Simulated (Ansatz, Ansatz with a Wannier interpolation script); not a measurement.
Planning a run of Ansatz 0.2.0 on KRb2RhF6 (Fm-3m). The input:

```yaml
crystal:
  lattice:
    - [0.0, 4.438, 4.438]
    - [4.438, 0.0, 4.438]
    - [4.438, 4.438, 0.0]
  atoms:
    - { symbol: K, position: [0.5, 0.5, 0.5] }
    - { symbol: Rb, position: [0.25, 0.25, 0.25] }
    - { symbol: Rb, position: [0.75, 0.75, 0.75] }
    - { symbol: Rh, position: [0.0, 0.0, 0.0] }
    - { symbol: F, position: [0.776, 0.224, 0.224] }
    - { symbol: F, position: [0.224, 0.776, 0.224] }
    - { symbol: F, position: [0.224, 0.776, 0.776] }
    - { symbol: F, position: [0.776, 0.224, 0.776] }
    - { symbol: F, position: [0.224, 0.224, 0.776] }
    - { symbol: F, position: [0.776, 0.776, 0.224] }
kpoints:
  mp_grid: { grid: [4, 4, 4] }
hamiltonian:
  xc: lda
scf:
  occupations: { method: fixed }
  n_extra_bands: 92
output:
  wannier:
    kmesh: [8, 8, 8]
    projections:
      - { species: F, l: p, shell: 2 }
      - { species: Rb, l: s, shell: 5 }
      - { species: Rh, l: d, shell: 4 }
    minimise: true
    write_hr: true
    seedname: w
    conv_tol: 1.0e-07
    max_iter: 4000
    disentanglement:
      window: [0.74, 29.21]
      frozen_window: [0.74, 10.85]
      conv_tol: 1.0e-08
```

```sh
ansatz run input.yaml --threads 16 --pin off --max-ram 27648MiB --backend cpu --events-out ev --progress --plain --runs-dir out
```

How long will it take on 16 threads of Arm Neoverse N1, shared host, and how much memory?

It took 1.8 min; on shared hardware allow 53 s to 3.5 min. Peak host memory was 5.0 GiB.

[Paths, hosts, dates, memory and timing lines, banners, echoed tables and standing remarks are left out of the program output.]

[Logs are printed without paths, hosts, clocks, repeated set-up lines and the standing remarks that a program may print on its own settings, such as how far it seeks lower states.]

[Runs of the session that timed out or met a known fault of the program may be left out.]

[Hosts, paths, dates, database ids (printed as entryN), source tags and the programs' standing remarks are cut or masked in the printed files.]
